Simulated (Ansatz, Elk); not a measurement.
# GaCu2SnSe2O2: X-ray structure factors from the self-consistent density

Structure refinements treat a crystal as free atoms side by side. For a made-up structure of GaCu2SnSe2O2 (cell and positions from a PBEsol relaxation) the runs below show what the calculated density changes in F(hkl).

Method: DFT, PBE, all-electron APW+lo, Dirac cores, scalar-relativistic bands, static density, no spin, in Elk 11.2.3 (patched build).

This account leaves out most program logs.

The structure was built from a prototype and need not be the compound's stable phase.

## Step 1: Starting point

The structure is monoclinic, space group C2 (No. 5). Conventional cell: a = 6.691 Å, b = 10.675 Å, c = 4.831 Å, α = 90.00°, β = 127.30°, γ = 90.00°. Sn has 2 O at 2.33 Å and 2 Se at 2.81 Å and 2 Cu at 2.84 Å nearest. Se has 2 Cu at 2.38 to 2.45 Å and 1 Ga at 2.43 Å and 1 Sn at 2.81 Å nearest. Ga has 2 O at 1.88 Å and 2 Se at 2.43 Å nearest. Nearest to Cu lie 2 O at 2.02 Å and 2 Se at 2.38 Å. Nearest to Cu lie 2 O at 2.04 Å and 2 Se at 2.45 Å. Nearest to O lie 1 Ga at 1.88 Å and 2 Cu at 2.02 to 2.04 Å and 1 Sn at 2.33 Å. Farther neighbours and most contacts between anions are not listed.

## Step 2: Ground state and structure factors

An all-electron density is needed, since X-rays see the cores too. Task 0 finds the density and task 195 Fourier-transforms it; tshift is off so that phases refer to the origin typed.

elk.in

```
tasks
  0
  195

xctype
  20

spinpol
  .false.

rgkmax
  7.0

gmaxvr
  14.0

lmaxo
  7

lmaxapw
  8

swidth
  0.002

tshift
  .false.

ramdisk
  .false.

hmaxvr
  5.5

maxscl
  120

epspot
  1e-06

sppath
  './'

avec
  7.29659182755 -10.08660475585 0.36361644132
  7.29659182755 10.08660475585 0.36361644132
  -6.92630934795 -0.00000000000 5.94781005888

atoms
  5
  'Sn.in'
  1
  0.4373360600 0.5626639400 -0.0000000000   0.000000 0.000000 0.000000
  'Se.in'
  2
  0.3714233811 0.0843333622 0.4836951965   0.000000 0.000000 0.000000
  0.9156666378 0.6285766189 0.5163048035   0.000000 0.000000 0.000000
  'Ga.in'
  1
  0.7654984083 0.2345015917 0.5000000000   0.000000 0.000000 0.000000
  'Cu.in'
  2
  0.9788410985 0.0211589015 0.0000000000   0.000000 0.000000 0.000000
  0.2969934363 0.7030065637 0.5000000000   0.000000 0.000000 0.000000
  'O.in'
  2
  0.0626928871 0.3207519091 0.9505110957   0.000000 0.000000 0.000000
  0.6792480909 0.9373071129 0.0494889043   0.000000 0.000000 0.000000

ngridk
  5 5 7
```

Launch:

```
$ OMP_NUM_THREADS=4 elk
```

Elapsed: 8.3 min, on 4 threads of Arm Neoverse V1, shared host; peak memory 0.33 GiB; 31 min of CPU time.

SFACRHO.OUT:

```text

h k l indices transformed by vhmat matrix:
   1.000000000       0.000000000       0.000000000    
   0.000000000       1.000000000       0.000000000    
   0.000000000       0.000000000       1.000000000    

      h      k      l  multipl.   |H|            Re(F)            Im(F)           |F|

      0      0      0      1   0.0000000       223.00000     -0.21475622E-16   223.00000    
     -1      1      0      1  0.62292372      -7.2233277       14.061552       15.808343    
      1     -1      0      1  0.62292372      -7.2233277      -14.061552       15.808343    
      1      0      0      2  0.69798210      -11.935601       14.452308       18.743739    
     -1      0      0      2  0.69798210      -11.935601      -14.452308       18.743739    
     -1      0      1      2  0.76206293      -11.572994      -14.203774       18.321610    
      1      0     -1      2  0.76206293      -11.572994       14.203774       18.321610    
     -1     -1      1      2  0.86512239       63.736071      0.63069720E-13   63.736071    
      0      0     -1      2  0.99968351      -28.906444     -0.17474731E-13   28.906444    
      0     -2      1      2   1.0660538       88.033679       49.318091       100.90690    
     -2      0      1      2   1.0660538       88.033679      -49.318091       100.90690    
      1     -2      0      2   1.1239426       7.5099922       39.271645       39.983273    
     -2      1      0      2   1.1239426       7.5099922      -39.271645       39.983273    
      1     -2      1      2   1.1648209      -3.5267040       18.642123       18.972780    
     -1      2     -1      2   1.1648209      -3.5267040      -18.642123       18.972780    
     -1      1      1      2   1.1778799       110.29686       83.624048       138.41379    
      1     -1     -1      2   1.1778799       110.29686      -83.624048       138.41379    
      2     -2      0      1   1.2458474      -8.5225413      -45.027234       45.826690
```

Elk indexes on the primitive cell of elk.in and gives |H| = 4π sin θ/λ in inverse bohr. Below, one row stands for each form hkl of the conventional cell (m members, Friedel mates merged), F is for one primitive cell and the density is static (no thermal factor). Free-atom factors are Waasmaier and Kirfel's, and R is Σm||F|−|F'||/Σm|F|.

| hkl | m | sin θ/λ (Å⁻¹) | abs F, DFT | neutral atoms | diff. | abs of complex diff. |
| --- | --- | --- | --- | --- | --- | --- |
| 020 | 2 | 0.094 | 15.808 | 15.690 | +0.118 | 0.125 |
| 110 | 4 | 0.105 | 18.744 | 18.879 | -0.135 | 0.137 |
| 1 1 -1 | 4 | 0.115 | 18.322 | 18.215 | +0.106 | 0.109 |
| 001 | 2 | 0.130 | 63.736 | 63.864 | -0.128 | 0.128 |
| 2 0 -1 | 2 | 0.150 | 28.906 | 29.160 | -0.254 | 0.254 |
| 021 | 4 | 0.160 | 100.907 | 100.911 | -0.004 | 0.735 |
| 130 | 4 | 0.169 | 39.983 | 39.975 | +0.008 | 0.379 |
| 1 3 -1 | 4 | 0.175 | 18.973 | 18.913 | +0.059 | 0.068 |
| 2 2 -1 | 4 | 0.177 | 138.414 | 138.284 | +0.130 | 0.839 |
| 040 | 2 | 0.187 | 45.827 | 45.549 | +0.278 | 0.916 |
| 200 | 2 | 0.188 | 51.788 | 52.854 | -1.066 | 1.066 |
| 111 | 4 | 0.207 | 33.954 | 33.429 | +0.525 | 0.767 |
| 2 0 -2 | 2 | 0.209 | 45.774 | 46.900 | -1.126 | 1.126 |
| 220 | 4 | 0.210 | 94.926 | 95.422 | -0.495 | 0.511 |
| 1 1 -2 | 4 | 0.222 | 28.532 | 28.296 | +0.236 | 0.267 |
| 041 | 4 | 0.228 | 113.480 | 114.174 | -0.695 | 0.695 |
| 2 2 -2 | 4 | 0.229 | 91.568 | 92.260 | -0.692 | 0.724 |
| 3 1 -1 | 4 | 0.233 | 12.448 | 12.380 | +0.068 | 0.074 |

## Step 3: The highest occupied states alone

An energy window below the Fermi level keeps the highest occupied states, to see at which angles they scatter; shallow core shells can lie inside it and anion s states outside. No new self-consistency is needed.

Changes to elk.in since step 2:

```diff
@@ -1,3 +1,2 @@
 tasks
-  0
   195
@@ -40,2 +39,5 @@
 
+wsfac
+  -0.159280 0.508220
+
 sppath
```

Launch:

```
$ OMP_NUM_THREADS=4 elk
```

Wall time 30 s (4 threads); peak memory 0.23 GiB; 42 s of CPU time.

States within 10 eV below the Fermi level hold 45.00 electrons; any levels below the window count with the cores. Their amplitudes can exceed the total, where window and core parts have opposite phase:

| hkl | sin θ/λ (Å⁻¹) | abs F, window | abs F, all |
| --- | --- | --- | --- |
| 020 | 0.094 | 11.541 | 15.808 |
| 110 | 0.105 | 9.152 | 18.744 |
| 1 1 -1 | 0.115 | 13.181 | 18.322 |
| 001 | 0.130 | 2.012 | 63.736 |
| 2 0 -1 | 0.150 | 3.037 | 28.906 |
| 021 | 0.160 | 18.019 | 100.907 |
| 130 | 0.169 | 13.213 | 39.983 |
| 1 3 -1 | 0.175 | 1.772 | 18.973 |
| 2 2 -1 | 0.177 | 15.478 | 138.414 |
| 040 | 0.187 | 2.927 | 45.827 |

## Step 4: Another functional

The difference from free atoms is small, so it is set against the change that PBEsol makes.

Changes to elk.in since step 3:

```diff
@@ -1,2 +1,3 @@
 tasks
+  0
   195
@@ -4,3 +5,3 @@
 xctype
-  20
+  22
 
@@ -39,5 +40,2 @@
 
-wsfac
-  -0.159280 0.508220
-
 sppath
```

Launch:

```
$ OMP_NUM_THREADS=4 elk
```

Run time: 8 min. Hardware: 4 threads; peak memory 0.33 GiB.

Against the first run R = 0.03 %; the largest change is -0.062 at 2 2 -1.

## Step 5: Basis size

The basis and the expansions that go with it are enlarged, to see whether the differences are converged.

Changes to elk.in since step 4:

```diff
@@ -5,3 +5,3 @@
 xctype
-  22
+  20
 
@@ -11,12 +11,12 @@
 rgkmax
-  7.0
+  8.5
 
 gmaxvr
-  14.0
+  18.0
 
 lmaxo
-  7
+  9
 
 lmaxapw
-  8
+  10
```

Launch:

```
$ OMP_NUM_THREADS=4 elk
```

Wall time 11 min (4 threads); peak memory 0.79 GiB.

The run was cut off at its time limit.

## Step 6: Settings against the effect

| run | R against the first run (%) | R against neutral atoms, low angle (%) | wall time |
| --- | --- | --- | --- |
| PBE, rgkmax 7 | 0.00 | 0.56 | 8.3 min |
| PBEsol | 0.03 | 0.57 | 8 min |

## Step 7: Results

```json
{
  "R against neutral atoms, sin θ/λ < 0.3 Å⁻¹": "0.56 %",
  "R against neutral atoms, 0.3 to 0.49 Å⁻¹": "0.21 %"
}
```

Independent neutral atoms miss the calculated amplitudes by R = 0.56 % below 0.3 Å⁻¹ and 0.21 % from there to 0.49 Å⁻¹; by shells, 0.48 % below 0.15 Å⁻¹ (4 forms), 0.57 % 0.15 to 0.3 (29 forms), 0.25 % 0.3 to 0.45 (80 forms), 0.11 % above 0.45 (36 forms). Bonding, aspherical density and the tables' own atoms all enter these figures, and the runs don't part them. The largest change of an amplitude is -1.13 electrons, at 2 0 -2. R counts amplitudes alone; phases shift too. The window's part falls from 45.0 electrons at the origin to at most 5.43 between 0.45 and 0.49 Å⁻¹, where compact states inside the window still scatter. Below 0.3 Å⁻¹ the changes that finished (PBEsol) move F by R = 0.04 % at most, against the 0.56 % that separates it from free atoms. The basis has no finished test. The k-mesh has no finished test. These runs have no spin, though d or f shells may be open. The electron count is odd, so without spin the run is a metal by force. Part of the difference isn't bonding: the tables are fits to free atoms and ions calculated by other methods than this functional. Thermal motion, anomalous dispersion and extinction are left out.

[Logs are printed without paths, hosts, clocks, repeated set-up lines and the standing remarks that a program may print on its own settings, such as how far it seeks lower states.]

[Hosts, paths, dates, database ids (printed as entryN), source tags and the programs' standing remarks are cut or masked in the printed files.]
